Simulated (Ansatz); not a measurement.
# Sn wire along [110], 23 atoms a period, H-terminated: bands by functional

Aim: is the Sn wire along [110], 23 atoms a period, H-terminated a metal or a semiconductor?

Main program and level: Ansatz 0.2.0; DFT PBE, plane waves, PAW; relaxation of a wire's period; PAW set soft_1, in the first sound run; inputs show where later runs differ.

This is a report of a sequence of runs, with most program output left out.

### Step 1. Set-up

The cell holds 39 atoms: 16 H and 23 Sn. Cell: a = 22.121 Å, b = 23.765 Å, c = 4.702 Å, α = 90.0°, β = 90.0°, γ = 90.0°. Vacuum lies along a and b. The structure's axis is c.

### Step 2. Relaxation of atoms and period

Band widths follow the bond lengths, so the wire is relaxed first. The atoms and the third cell vector are free; the box across stays fixed as vacuum. A Fermi-Dirac smearing is set since the result may be a metal. The pressure printed is a third of the stress's trace over the whole box, vacuum included; only the stress along the axis is relaxed.

Input file input.yaml:

```yaml
crystal:
  lattice:
    - [22.121, 0.0, 0.0]
    - [0.0, 23.765, 0.0]
    - [0.0, 0.0, 4.7022600949]
  atoms:
    - { symbol: H, position: [0.153700104, 0.560114798, 0.0] }
    - { symbol: Sn, position: [0.199374484, 0.499989866, 0.0] }
    - { symbol: Sn, position: [0.424838975, 0.598922331, 0.0] }
    - { symbol: Sn, position: [0.424838975, 0.796787263, 0.0] }
    - { symbol: H, position: [0.470513356, 0.856912195, 0.0] }
    - { symbol: Sn, position: [0.499993805, 0.697854797, 0.0] }
    - { symbol: Sn, position: [0.499993805, 0.499989866, 0.0] }
    - { symbol: Sn, position: [0.725458296, 0.598922331, 0.0] }
[... 27 atom lines left out ...]
    - { symbol: H, position: [0.470513356, 0.143067536, 0.0] }
    - { symbol: Sn, position: [0.499993805, 0.302124934, 0.0] }
    - { symbol: Sn, position: [0.725458296, 0.4010574, 0.0] }
    - { symbol: H, position: [0.771132677, 0.340932468, 0.0] }
kpoints:
  mp_grid: { grid: [1, 1, 18] }
scf:
  occupations: { method: fermi_dirac, width: 0.05 }
hamiltonian:
  xc: pbe
  pseudopotentials: { kind: paw, azcp: { folder: soft_1 } }
relax:
  cell: { fix: [a, b, alpha, beta, gamma] }
  max_steps: 45
  f_tol: 0.03
```

Command:

```console
ansatz run input.yaml --threads 4 --pin off --max-ram 16384MiB --backend cpu --events-out ev --progress --plain --runs-dir out
```

Elapsed: 13 min, on 4 threads of Arm Neoverse V2, shared host; peak memory 9.3 GiB; 50 min of CPU time.

The steps of the relaxation:

```
step  energy less that of the first step (eV)  largest force component (eV/Å)  pressure (GPa)  volume (Å³)
   1                                   0.0000                          0.2072           -0.28      2472.00
   2                                   0.3035                          0.9990            0.30      2484.48
   3                                  -0.1150                          0.0609           -0.06      2487.27
   4                                  -0.1194                          0.0079           -0.01      2488.43
  5*                                  -0.1206                          0.0079           -0.01      2488.43
```

Relaxation steps marked * repeat the geometry before them on a plane-wave basis chosen anew for their cell, so energy and pressure can jump there. Relaxation step 2 was tried and not accepted.

Forces are held to the 4 operations that the run works with; a distortion that breaks them can't arise in this run.

```
cell as run  before  after  change
      c (Å)   4.702  4.734  +0.7 %
```

The atoms that moved most (Å, along periodic axes as changes of fractional coordinates times the final cell, across vacuum about the mean position):

```
atom      dx      dy     dz  length
 Sn2   0.094   0.000  0.000   0.094
 H26  -0.055   0.072  0.000   0.091
 H27  -0.055  -0.072  0.000   0.091
  H9  -0.072  -0.052  0.000   0.089
 H39  -0.072   0.052  0.000   0.089
Sn23  -0.053   0.068  0.000   0.086
Sn24  -0.053  -0.068  0.000   0.086
 H36  -0.031   0.075  0.000   0.081
```

This step gave:

| Property | Result |
| --- | --- |
| cell length along the wire | 4.734 Å |

The cell's length comes to 4.734 Å with spin left out.

### Step 3. The perfect wire

This step: DFT PBE, plane waves, PAW; bands of a perfect wire; PAW set soft_1 (Ansatz 0.2.0).

At the relaxed period the bands are computed along the axis; those that cross an energy going forward count the channels that a perfect wire would open there.

Input file input.yaml:

```yaml
crystal:
  lattice:
    - [22.121, 0.0, 0.0]
    - [0.0, 23.765, 0.0]
    - [0.0, 0.0, 4.7335034335]
  atoms:
    - { symbol: H, position: [0.156468049, 0.558365401, 0.0] }
    - { symbol: Sn, position: [0.203610833, 0.499989866, 0.0] }
    - { symbol: Sn, position: [0.425028892, 0.598450831, 0.0] }
    - { symbol: Sn, position: [0.423503316, 0.794013149, 0.0] }
    - { symbol: H, position: [0.469098161, 0.853748383, 0.0] }
    - { symbol: Sn, position: [0.499538446, 0.696975451, 0.0] }
    - { symbol: Sn, position: [0.500212225, 0.499989866, 0.0] }
    - { symbol: Sn, position: [0.722721011, 0.596711037, 0.0] }
[... 27 atom lines left out ...]
    - { symbol: H, position: [0.469098161, 0.146231348, 0.0] }
    - { symbol: Sn, position: [0.499538446, 0.30300428, 0.0] }
    - { symbol: Sn, position: [0.722721011, 0.403268694, 0.0] }
    - { symbol: H, position: [0.767878536, 0.34312614, 0.0] }
kpoints:
  mp_grid: { grid: [1, 1, 17] }
  band_path: { path: ["Γ", Z], npoints: 90 }
scf:
  occupations: { method: fermi_dirac, width: 0.05 }
hamiltonian:
  xc: pbe
  pseudopotentials: { kind: paw, azcp: { folder: soft_1 } }
output:
  dos: { e_range: [-5, 4] }
  write_potential: true
  write_density: true
  volumetric_format: npy
```

The job ended after 21 min (4 threads; peak memory 13 GiB; 82 min of CPU time).

This step gave:

```yaml
energy_at_zero_smearing: -138805.5122 eV
band_gap: 0.6817 eV
```

The electronic bands at the labelled points (eV, zero at the Fermi level; v1 is the highest filled band, c1 the lowest empty one):

```
  point     v4     v3     v2     v1    c1    c2    c3    c4
      Γ  -0.93  -0.83  -0.59  -0.34  0.34  0.54  0.57  0.68
halfway  -1.18  -1.17  -1.00  -1.00  1.23  1.32  1.71  1.75
      Z  -1.55  -1.49  -1.40  -1.33  1.04  1.04  1.58  1.61
```

The gap is 0.682 eV, with spin left out.

On this path the gap is direct, 0.68 eV, with the valence top at Γ and the conduction bottom at Γ.

### Step 4. Another level of theory, cutoff 500 eV, k-mesh 1×1×13

This step: DFT r2SCAN, plane waves, PAW; bands of a perfect wire at the PBE geometry; PAW set soft_1 (Ansatz 0.2.0).

The atoms stay at the PBE geometry and the functional changes. r2SCAN also reads the kinetic-energy density; it often gives larger moments and wider gaps than PBE, at a higher cost. Against the first PBE run of this kind, the cutoff is 500 eV against 420 and the mesh along the wire has 13 points against 17.

Edit input.yaml of step 3 so:

```diff
@@ -46,3 +46,3 @@
 kpoints:
-  mp_grid: { grid: [1, 1, 17] }
+  mp_grid: { grid: [1, 1, 13] }
   band_path: { path: ["Γ", Z], npoints: 90 }
@@ -51,8 +51,3 @@
 hamiltonian:
-  xc: pbe
+  xc: r2scan
   pseudopotentials: { kind: paw, azcp: { folder: soft_1 } }
-output:
-  dos: { e_range: [-5, 4] }
-  write_potential: true
-  write_density: true
-  volumetric_format: npy
```

The job ended after 32 min (4 threads; peak memory 12 GiB; 2.1 h of CPU time).

Numbers from this step:

| Property | Result |
| --- | --- |
| band gap | 0.9663 eV |

The electronic bands at the labelled points (eV, zero at the Fermi level; v1 is the highest filled band, c1 the lowest empty one):

```
  point     v4     v3     v2     v1    c1    c2    c3    c4
      Γ  -1.09  -1.00  -0.75  -0.48  0.49  0.63  0.67  0.77
halfway  -1.37  -1.35  -1.18  -1.17  1.36  1.45  1.78  1.83
      Z  -1.75  -1.70  -1.60  -1.52  1.15  1.15  1.65  1.69
```

The gap is 0.966 eV, against 0.682 eV under PBE at the relaxed period.

### Step 5. Levels at the same atoms

This step: DFT HSE06, plane waves, PAW; levels of a perfect wire at the PBE geometry; PAW set soft_1 (Ansatz 0.2.0).

The atoms stay at the PBE geometry and the functional changes. HSE06 mixes in a quarter of short-range exact exchange, which removes part of the self-interaction that closes gaps; it is dear, so the mesh is thinner and no path is run.

Edit input.yaml of step 4 so:

```diff
@@ -46,4 +46,3 @@
 kpoints:
-  mp_grid: { grid: [1, 1, 13] }
-  band_path: { path: ["Γ", Z], npoints: 90 }
+  mp_grid: { grid: [1, 1, 7] }
 scf:
@@ -51,3 +50,3 @@
 hamiltonian:
-  xc: r2scan
+  xc: hse06
   pseudopotentials: { kind: paw, azcp: { folder: soft_1 } }
```

It took 1.8 h on 4 threads; peak memory 10 GiB.

The run was cut off at the time limit after its SCF loop had closed; no result of it is taken.

### Step 6. Outcome

```
cell length, PBE : 4.734 Å
gap, PBE         : 0.682 eV
gap, r2SCAN      : 0.966 eV
```

In words: Under PBE the cell's length is 4.73 Å, and a gap of 0.68 eV makes it a semiconductor. At the relaxed period the wire is gapped under every functional, from 0.68 eV (PBE) to 0.97 eV (r2SCAN). Weak screening in one dimension makes quasiparticle gaps larger than the semilocal gaps, as a rule.

[Logs are printed without paths, hosts, clocks, repeated set-up lines and the standing remarks that a program may print on its own settings, such as how far it seeks lower states.]

[Hosts, paths, dates, database ids (printed as entryN), source tags and the programs' standing remarks are cut or masked in the printed files.]
